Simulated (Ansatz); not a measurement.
# Cl on Ru(0001): change of the work function, part 2 of 3

Wanted: Δφ(θ) for Cl/Ru(0001), starting from the fcc site.

Ansatz 0.2.0; plane-wave DFT, PBE, Ansatz PAW.

So far, work function, upper face (eV): step 2 (the clean slab) 5.05.

### Step 3. Adsorbate added, k-mesh 6×6×1, coverage 0.25 ML

System of this step: Cl/Ru(0001). The cell holds 17 atoms: 16 Ru and 1 Cl. Its edges and angles: a = 5.400 Å, b = 5.400 Å, c = 26.405 Å, α = 90.0°, β = 90.0°, γ = 60.0°. Vacuum lies along c.

The clean slab as it ended is repeated in the plane and the adsorbate is set on one face; the cell's size fixes the coverage, and the k-mesh shrinks with it to keep the sampling density about even. Adsorbate and upper layers relax, since the dipole depends on the height.

File input.yaml:

```yaml
crystal:
  lattice:
    - [5.4, 0.0, 0.0]
    - [2.7, 4.6765371804, 0.0]
    - [0.0, 0.0, 26.4049078425]
  atoms:
    - { symbol: Ru, position: [0.3333333333, 0.3333333333, 0.3408457266] }
    - { symbol: Ru, position: [0.0, 0.0, 0.4218306713] }
    - { symbol: Ru, position: [0.3333333333, 0.3333333333, 0.5035499016] }
    - { symbol: Ru, position: [0.0, 0.0, 0.5825169829] }
    - { symbol: Ru, position: [0.3333333333, 0.8333333333, 0.3408457266] }
    - { symbol: Ru, position: [0.0, 0.5, 0.4218306713] }
    - { symbol: Ru, position: [0.3333333333, 0.8333333333, 0.5035499016] }
    - { symbol: Ru, position: [0.0, 0.5, 0.5825169829] }
    - { symbol: Ru, position: [0.8333333333, 0.3333333333, 0.3408457266] }
    - { symbol: Ru, position: [0.5, 0.0, 0.4218306713] }
    - { symbol: Ru, position: [0.8333333333, 0.3333333333, 0.5035499016] }
    - { symbol: Ru, position: [0.5, 0.0, 0.5825169829] }
    - { symbol: Ru, position: [0.8333333333, 0.8333333333, 0.3408457266] }
    - { symbol: Ru, position: [0.5, 0.5, 0.4218306713] }
    - { symbol: Ru, position: [0.8333333333, 0.8333333333, 0.5035499016] }
    - { symbol: Ru, position: [0.5, 0.5, 0.5825169829] }
    - { symbol: Cl, position: [0.1666666667, 0.1666666667, 0.6591542734] }
kpoints:
  mp_grid: { grid: [6, 6, 1] }
hamiltonian:
  xc: pbe
scf:
  occupations: { method: fermi_dirac, width: 0.1 }
  convergence: { dr2_threshold: 1.0e-08 }
efield:
  axis: 3
  dipole_correction: true
  ramp_position: 0.97
  ramp_width: 0.06
relax:
  f_tol: 0.02
  max_steps: 60
  constraints: [{ sites: [0, 1, 4, 5, 8, 9, 12, 13] }]
output:
  dos: { projected: true, e_range: [-8, 4] }
  write_potential: true
  write_density: true
  volumetric_format: npy
  elf: true
```

Launch:

```console
ansatz run input.yaml --threads 4 --pin off --max-ram 6144MiB --backend cpu --events-out ev --progress --plain --runs-dir out
```

Numbers of over 12 decimals in the logs are rounded to 6 here.

What it wrote:

```text
[...]
Crystal: 17 atoms, lattice volume = 666.811 Å³
Basis set: ecut = 420 eV, 12935 PW (Γ), exchange–correlation on 80×80×360 points (8 copies of the dense FFT grid, shifted against one another)
Bands: 158, of which v1, the nominal top of the filled ones, is band 132 counted from 1 (131 counted from 0)
Symmetry: 6 space group operations
[...]
k-points: 7 of 36 (time reversal used)
[...]
SCF iter   1: F=—  HF=-95132.697950 eV  |F-HF|=—  |Δ(HF+E_count)|=         —  Δρ=1.04e-2  dr2=3.84e0  ethr=1.77e-3  p=0.042 e·Å  D=1.15e-2 V/Å  ΔV_dip=-0.30 eV  dr2_dipole=6.13e-2  V_vac-E_F(+/−)=4.41/4.72 eV  ⟨swp⟩=8.1  Hψ=4575  notcnv=0
[...]
SCF iter  11: F=-95132.605204 eV  HF=-95132.605204 eV  |F-HF|=1.07e-8  |Δ(HF+E_count)|=   2.28e-8  Δρ=2.96e-7  dr2=1.52e-9  ethr=3.80e-12  p=0.010 e·Å  D=2.63e-3 V/Å  ΔV_dip=-0.07 eV  dr2_dipole=2.21e-10  V_vac-E_F(+/−)=4.95/5.02 eV  ⟨swp⟩=9.7  Hψ=7292  notcnv=0
SCF 1 converged in 11 iterations: F = -95132.605204 eV  dr2 = 1.52e-9
[...]
relax step   1: F+E_penalty+E_count = -95132.60520407 eV  Δ(F+E_penalty+E_count) = +0.000e0 eV  max|allowed force component| = 5.064e-1 eV/Å  Δτ_max = 0.0000 Å  (11 SCF iters, accepted)
[...]
SCF iter   8: F=-95132.630923 eV  HF=-95132.630923 eV  |F-HF|=7.87e-8  |Δ(HF+E_count)|=   1.21e-7  Δρ=1.06e-6  dr2=8.08e-9  ethr=3.80e-12  p=0.022 e·Å  D=5.86e-3 V/Å  ΔV_dip=-0.15 eV  dr2_dipole=6.92e-10  V_vac-E_F(+/−)=4.86/5.01 eV  ⟨swp⟩=9.4  Hψ=9053  notcnv=0
SCF 2 converged in 8 iterations: F = -95132.630923 eV  dr2 = 8.08e-9
relax step   2: F+E_penalty+E_count = -95132.63092313 eV  Δ(F+E_penalty+E_count) = -2.572e-2 eV  max|allowed force component| = 1.560e-1 eV/Å  Δτ_max = 0.0524 Å  (8 SCF iters, accepted)
SCF iter   1: F=—  HF=-95132.634067 eV  |F-HF|=—  |Δ(HF+E_count)|=         —  Δρ=7.09e-4  dr2=8.35e-3  ethr=1.92e-5  p=0.022 e·Å  D=5.86e-3 V/Å  ΔV_dip=-0.15 eV  dr2_dipole=3.56e-4  V_vac-E_F(+/−)=4.86/5.01 eV  ⟨swp⟩=2.1  Hψ=1979  notcnv=0
[...]
SCF iter   8: F=-95132.633997 eV  HF=-95132.633997 eV  |F-HF|=1.55e-8  |Δ(HF+E_count)|=   7.82e-8  Δρ=5.30e-7  dr2=3.25e-9  ethr=3.80e-12  p=0.027 e·Å  D=7.34e-3 V/Å  ΔV_dip=-0.19 eV  dr2_dipole=2.18e-10  V_vac-E_F(+/−)=4.82/5.01 eV  ⟨swp⟩=11.6  Hψ=8512  notcnv=0
SCF 3 converged in 8 iterations: F = -95132.633997 eV  dr2 = 3.25e-9
relax step   3: F+E_penalty+E_count = -95132.63399685 eV  Δ(F+E_penalty+E_count) = -3.074e-3 eV  max|allowed force component| = 4.940e-2 eV/Å  Δτ_max = 0.0139 Å  (8 SCF iters, accepted)
SCF iter   1: F=—  HF=-95132.633499 eV  |F-HF|=—  |Δ(HF+E_count)|=         —  Δρ=1.98e-4  dr2=1.66e-3  ethr=2.78e-6  p=0.027 e·Å  D=7.34e-3 V/Å  ΔV_dip=-0.19 eV  dr2_dipole=5.20e-4  V_vac-E_F(+/−)=4.82/5.01 eV  ⟨swp⟩=2.0  Hψ=1776  notcnv=0
[...]
SCF iter   6: F=-95132.634127 eV  HF=-95132.634127 eV  |F-HF|=7.83e-8  |Δ(HF+E_count)|=   3.54e-7  Δρ=8.01e-7  dr2=4.64e-9  ethr=3.80e-12  p=0.028 e·Å  D=7.57e-3 V/Å  ΔV_dip=-0.20 eV  dr2_dipole=2.35e-10  V_vac-E_F(+/−)=4.81/5.01 eV  ⟨swp⟩=10.6  Hψ=8371  notcnv=0
SCF 4 converged in 6 iterations: F = -95132.634127 eV  dr2 = 4.64e-9
relax step   4: F+E_penalty+E_count = -95132.63412725 eV  Δ(F+E_penalty+E_count) = -1.304e-4 eV  max|allowed force component| = 5.055e-3 eV/Å  Δτ_max = 0.0036 Å  (6 SCF iters, accepted)
NSCF: frozen V_eff on 7 k-points
[...]
WARN: The output density's exchange-correlation potential varies sharply where the density is thin. Do not read a vacuum level from v_tot or v_xc, or from such a field of the output density. On a cell that repeats whose density bears no net charge and no dipole along the vacuum's axis use v_es (v_loc + v_h of the components); under efield.dipole_correction with no amplitude use v_es + v_field, which holds any externa [...]
SCF converged after 6 iterations
Free energy (F): -95132.634127 eV
[...]
Internal energy: -95132.004008 eV  (E = F + TS)
E sigma→0 (E₀):  -95132.319068 eV
Entropy (-TS):   -0.630119 eV (-37.066 meV/atom)
Fermi energy:    4.742712 eV
Dipole field:    D = 0.007577 V/Å  (p = 0.027920 e·Å, saw-weighted, corrected)
Work function:   Φ+ = 4.8139 eV   Φ− = 5.0140 eV
[...]
--- Forces (eV/Å), atoms counted from 1 ---
  atom   1  Ru    -0.03208503    -0.01852430     0.47783482
  atom   2  Ru    -0.04364627    -0.02519918    -0.53854089
  atom   3  Ru     0.00033422     0.00019296     0.00202353
  atom   4  Ru     0.00004738     0.00002735     0.00222878
  atom   5  Ru     0.00000000     0.03704860     0.47783482
  atom   6  Ru    -0.00000000     0.05039837    -0.53854089
  atom   7  Ru     0.00000000    -0.00038592     0.00202353
  atom   8  Ru    -0.00000000    -0.00005471     0.00222878
  atom   9  Ru     0.03208503    -0.01852430     0.47783482
  atom  10  Ru     0.04364627    -0.02519918    -0.53854089
  atom  11  Ru    -0.00033422     0.00019296     0.00202353
  atom  12  Ru    -0.00004738     0.00002735     0.00222878
  atom  13  Ru     0.00000000    -0.00000000     0.50616281
  atom  14  Ru    -0.00000000    -0.00000000    -0.32921597
  atom  15  Ru     0.00000000    -0.00000000    -0.00505509
  atom  16  Ru    -0.00000000     0.00000000    -0.00268901
  atom  17  Cl    -0.00000000     0.00000000     0.00019899
  max |Σ_I F_I| component: 4.04e-5 eV/Å
--- Band table (eV; the first three rows and the last of 7) ---
  k-point 0: bands = [... 128 lower, 4.9911, 5.3927, 5.6665, 5.6665, 5.7657, 5.8652, 5.8652, 5.9005, ... 22 higher]
  k-point 1: bands = [... 128 lower, 4.8415, 4.9449, 5.2263, 5.2875, 5.4798, 5.6587, 5.6783, 5.7251, ... 22 higher]
  k-point 2: bands = [... 128 lower, 4.3881, 4.4502, 4.4722, 4.6999, 4.8733, 5.0158, 5.1020, 5.1279, ... 22 higher]
  k-point 6: bands = [... 128 lower, 4.2522, 4.2732, 4.3240, 4.6027, 4.7408, 4.8734, 4.8854, 4.9110, ... 22 higher]
--- Relaxed structure (4 steps of the walk, 4 accepted, 0 SCFs on fresh bases) ---
  F+E_penalty+E_count = -95132.63412725 eV   max|allowed force component| = 5.055e-3 eV/Å
  atoms:
    - { symbol: Ru, position: [0.333333, 0.333333, 0.3408457266] }
    - { symbol: Ru, position: [2.66671216701714e-17, 2.6667121670171404e-17, 0.4218306713] }
    - { symbol: Ru, position: [0.333956, 0.333956, 0.503466] }
    - { symbol: Ru, position: [0.0014064, 0.0014064, 0.582534] }
    - { symbol: Ru, position: [0.333333, 0.833333, 0.3408457266] }
    - { symbol: Ru, position: [5.551115123125783e-17, 0.5, 0.4218306713] }
    - { symbol: Ru, position: [0.333956, 0.832087, 0.503466] }
    - { symbol: Ru, position: [0.0014064, 0.497187, 0.582534] }
    - { symbol: Ru, position: [0.833333, 0.333333, 0.3408457266] }
    - { symbol: Ru, position: [0.5, 2.6667121670171404e-17, 0.4218306713] }
    - { symbol: Ru, position: [0.832087, 0.333956, 0.503466] }
    - { symbol: Ru, position: [0.497187, 0.0014064, 0.582534] }
    - { symbol: Ru, position: [0.833333, 0.833333, 0.3408457266] }
    - { symbol: Ru, position: [0.5, 0.5, 0.4218306713] }
    - { symbol: Ru, position: [0.833333, 0.833333, 0.504319] }
    - { symbol: Ru, position: [0.5, 0.5, 0.581749] }
    - { symbol: Cl, position: [0.166667, 0.166667, 0.656649] }
```

Elapsed: 45 s, on 4 threads of AMD EPYC 9R14 (Zen 4), shared host; peak memory 2.6 GiB; 2.9 min of CPU time.

This run has no spin polarisation although its electron count is odd.

Step by step:

```
step  energy less that of the first step (eV)  largest force component (eV/Å)
   1                                   0.0000                          0.5064
   2                                  -0.0257                          0.1560
   3                                  -0.0288                          0.0494
   4                                  -0.0289                          0.0051
```

Forces are held to the 6 operations that the run works with; a distortion that breaks them can't arise in this run.

The atoms that moved most (Å):

```
atom      dx      dy      dz  length
Cl17   0.000   0.000  -0.066   0.066
Ru15   0.000   0.000   0.020   0.020
Ru16   0.000   0.000  -0.020   0.020
 Ru4   0.011   0.007   0.000   0.013
Ru12  -0.011   0.007   0.000   0.013
 Ru8   0.000  -0.013   0.000   0.013
 Ru3   0.005   0.003  -0.002   0.006
 Ru7   0.000  -0.006  -0.002   0.006
```

Final coordinates:

```xyz
17
Lattice="5.4000 0.0000 0.0000 2.7000 4.6765 0.0000 0.0000 0.0000 26.4049" Properties=species:S:1:pos:R:3
Ru    2.7000    1.5588    9.0000
Ru    0.0000    0.0000   11.1384
Ru    2.7050    1.5618   13.2940
Ru    0.0114    0.0066   15.3818
Ru    4.0500    3.8971    9.0000
Ru    1.3500    2.3383   11.1384
Ru    4.0500    3.8913   13.2940
Ru    1.3500    2.3251   15.3818
Ru    5.4000    1.5588    9.0000
Ru    2.7000    0.0000   11.1384
Ru    5.3950    1.5618   13.2940
Ru    2.6886    0.0066   15.3818
Ru    6.7500    3.8971    9.0000
Ru    4.0500    2.3383   11.1384
Ru    6.7500    3.8971   13.3165
Ru    4.0500    2.3383   15.3610
Cl    1.3500    0.7794   17.3387
```

Numbers from this step:

- energy at zero smearing: -95132.3191 eV
- work function, upper face: 4.814 eV
- work function, lower face: 5.014 eV
- dipole along the normal: 0.02792 e·Å
- step between the vacuum levels: -0.2000 eV

Running mean over 2.138 Å of the planar mean; the ramp of the sawtooth is left out. Table of electron's electrostatic potential energy less the Fermi level by z:

```
z (Å)  electron's electrostatic potential energy less the Fermi level (eV)
  3.5                                                                 5.01
  4.0                                                                 5.01
  4.5                                                                 5.01
  5.0                                                                 5.01
  5.5                                                                 4.99
  6.0                                                                 4.93
  6.5                                                                 4.70
  7.0                                                                 3.89
  7.5                                                                0.717
  8.0                                                                -6.29
  8.5                                                                -12.4
  9.0                                                                -14.2
  9.5                                                                -14.5
 10.0                                                                -14.7
 10.5                                                                -14.8
 11.0                                                                -14.8
 11.5                                                                -14.8
 12.0                                                                -14.6
 12.5                                                                -14.6
 13.0                                                                -14.9
 13.5                                                                -15.1
 14.0                                                                -15.5
 14.5                                                                -15.6
 15.0                                                                -15.0
 15.5                                                                -14.5
 16.0                                                                -12.3
 16.5                                                                -6.47
 17.0                                                               -0.844
 17.5                                                                 1.39
 18.0                                                                 2.41
 18.5                                                                 3.57
 19.0                                                                 4.47
 19.5                                                                 4.75
 20.0                                                                 4.80
 20.5                                                                 4.81
 21.0                                                                 4.81
 21.5                                                                 4.81
 22.0                                                                 4.81
 22.5                                                                 4.81
 23.0                                                                 4.81
```

The density of states has structure finer than the step of the table below, so its rows give means over 0.25 eV, whole bins alone (the curve runs from -8 to 1.98 eV). Peaks (eV: height): -3.970: 42.4, -3.400: 53.7, -2.110: 43.3, -1.890: 50.0, -1.620: 45.3, -1.530: 45.5, -0.660: 44.7.

Density of states against energy, zero at the Fermi level; means over each step:

```
energy (eV)  density of states (states/eV a cell)
      -7.75                                     0
      -7.50                                 0.437
      -7.25                                 0.911
      -7.00                                 0.987
      -6.75                                  1.17
      -6.50                                  2.98
      -6.25                                  6.22
      -6.00                                  12.5
      -5.75                                  19.1
      -5.50                                  22.5
      -5.25                                  23.8
      -5.00                                  21.1
      -4.75                                  16.1
      -4.50                                  19.6
      -4.25                                  22.7
      -4.00                                  22.8
      -3.75                                  17.6
      -3.50                                  20.2
      -3.25                                  8.97
      -3.00                                  23.2
      -2.75                                  28.7
      -2.50                                  21.3
      -2.25                                  30.3
      -2.00                                  32.8
      -1.75                                  25.0
      -1.50                                  28.1
      -1.25                                  19.8
      -1.00                                  15.2
      -0.75                                  16.0
      -0.50                                  17.1
      -0.25                                  18.5
       0.00                                  18.9
       0.25                                  17.6
       0.50                                  17.0
       0.75                                  25.6
       1.00                                  29.5
       1.25                                  24.5
       1.50                                  25.0
       1.75                                  13.1
```

Projected DOS per atom over height of the atomic layer and energy from the Fermi level. Layers: Ru4 Ru4 Ru4 Ru4 Cl from below.

Values in states/eV, 22 rows by 5 columns, each cell a mean:
```
0.88 0.88 0.88 0.90 0.24
1.20 1.85 1.89 1.34 0.24
1.89 1.47 1.64 1.82 0.33
1.20 1.07 0.88 1.04 0.19
1.51 0.90 0.84 1.35 0.18
1.60 0.85 0.78 1.31 0.15
1.16 0.74 0.61 1.00 0.20
1.86 1.35 1.19 1.68 0.36
2.40 1.47 1.35 1.90 0.30
1.66 1.37 1.51 1.90 0.32
1.63 1.58 1.75 1.54 0.27
0.87 1.04 1.07 0.86 0.24
1.08 1.09 1.08 0.90 0.57
1.26 1.50 1.48 1.18 1.28
1.34 1.31 1.02 1.09 0.64
0.87 1.59 1.46 1.08 2.42
0.53 1.68 1.84 0.98 2.01
0.19 0.95 1.31 0.66 1.49
0.04 0.16 0.18 0.29 1.30
0.02 0.08 0.10 0.05 0.09
0.01 0.07 0.08 0.03 0.03
0.00 0.00 0.00 0.00 0.00
```
Columns: height of the atomic layer (Å) from 9 to 17.3; rows upwards: energy from the Fermi level (eV) from -7.96 to 1.95.

Valence density in the ca plane at fractional y = 0.000, with atoms of Ru within 0.2 Å of it. It is the smooth field of the valence electrons, not physical close to the nuclei.

Ten steps, logarithmic in the rise over the least value, from '0' (0.00 × 1e0 e/Å³) to '9' (9.68 × 1e0 e/Å³), each cell a mean:
```
23333589985333333589974110000000000000000000
34433357764334433467752100000000000000000000
45543334433345543334432100000000000000000000
46653333333346653333321100000000000000000000
35543345643345543356542100000000000000000000
33333478874333333578863100000000000000000000
23333589985333333699984211000000000000000000
23333589985333333689974222110000000000000000
34433367764334433467753333310000000000000000
45543334433345543334433444421000000000000000
46653333333346643333333455421000000000000000
35543345543345543356543344321000000000000000
33333478874333333579863232210000000000000000
23333589985333333699984211100000000000000000
```
Columns run along c (16.0 Å, from fractional 0.32 to 0.92 of the cell), rows up along a (5.4 Å). Atoms in or near the plane, at fractional coordinates: Ru at (0.42, 0.00), Ru at (0.58, 0.00), Ru at (0.42, 0.50), Ru at (0.58, 0.50).

Electrostatic potential energy in the ca plane at fractional y = 0.000, with atoms of Ru within 0.2 Å of it. With pseudopotentials it is smooth inside the atoms' cores, unlike the true potential.

Ten even steps from '0' (-84 eV) to '9' (10 eV), each cell a mean:
```
99999720027999999620048999999999999999999999
98899864468998889864579999999999999999999999
87689998899986689998899999999999999999999999
86679999999986679999999999999999999999999999
87789986689987789986789999999999999999999999
99999841148999999731258999999999999999999999
99999720017999999610038999999999999999999999
99999730027999999620038999999999999999999999
98899864468998899863478999999999999999999999
87689998899987789988899988899999999999999999
86679999999986689999999887899999999999999999
87789987789987789976789988999999999999999999
99999841148999999731158999999999999999999999
99999710017999999610028999999999999999999999
```
Columns run along c (16.0 Å, from fractional 0.32 to 0.92 of the cell; values clipped at the 3rd and 97th percentile), rows up along a (5.4 Å). Atoms in or near the plane, at fractional coordinates: Ru at (0.42, 0.00), Ru at (0.58, 0.00), Ru at (0.42, 0.50), Ru at (0.58, 0.50).

ELF in the ca plane at fractional y = 0.000, with atoms of Ru within 0.2 Å of it. It is the smooth field of the valence electrons, not physical close to the nuclei.

Ten even steps from '0' (0.00) to '9' (0.86), each cell a mean:
```
33333376673333333476672111100000000000000000
33223246642322223346642110000000000000000000
34432323323224432323332210000000000000000000
35532333333235532333333210000000000000000000
33323334433323323334432110000000000000000000
33233367763332233367762110000000000000000000
43333375474233332474573112221000000000000000
33333376673333333475662256653100000000000000
33223346643322223356632589975210000000000000
34432323323224432333323799996310000000000000
35532333333235532333324899997310000000000000
33323334433323323334422699986310000000000000
33233367763332233467751378864200000000000000
43333374474233333474572134432000000000000000
```
Columns run along c (16.0 Å, from fractional 0.32 to 0.92 of the cell), rows up along a (5.4 Å). Atoms in or near the plane, at fractional coordinates: Ru at (0.42, 0.00), Ru at (0.58, 0.00), Ru at (0.42, 0.50), Ru at (0.58, 0.50).

The relaxation took 4 steps and lowered the energy by 0.029 eV; the largest force on the free atoms ends at 0.0051 eV/Å.

By hand: a sheet of dipoles makes a step −p/(ε₀A) in the electron's potential. With e/ε₀ = 180.95 V·Å, p = 0.02792 e·Å and A = 25.25 Å², that is −180.95 × (0.02792) / 25.25 = -0.200 eV, and the two vacuum levels of the run differ by -0.200 eV.

The covered face has 4.81 eV, -0.23 eV against the clean one; the bare back face has moved by -0.06 eV, a measure of how thin the slab is.

(Continued in part 3 of 3.)

[Logs are printed without paths, hosts, clocks, repeated set-up lines and the standing remarks that a program may print on its own settings, such as how far it seeks lower states.]

[Hosts, paths, dates, database ids (printed as entryN), source tags and the programs' standing remarks are cut or masked in the printed files.]

[Maps of the electrostatic potential energy from Ansatz leave out the sawtooth potential of an applied field or a dipole correction, so their vacuum need not be flat; planar profiles and work functions include it.]
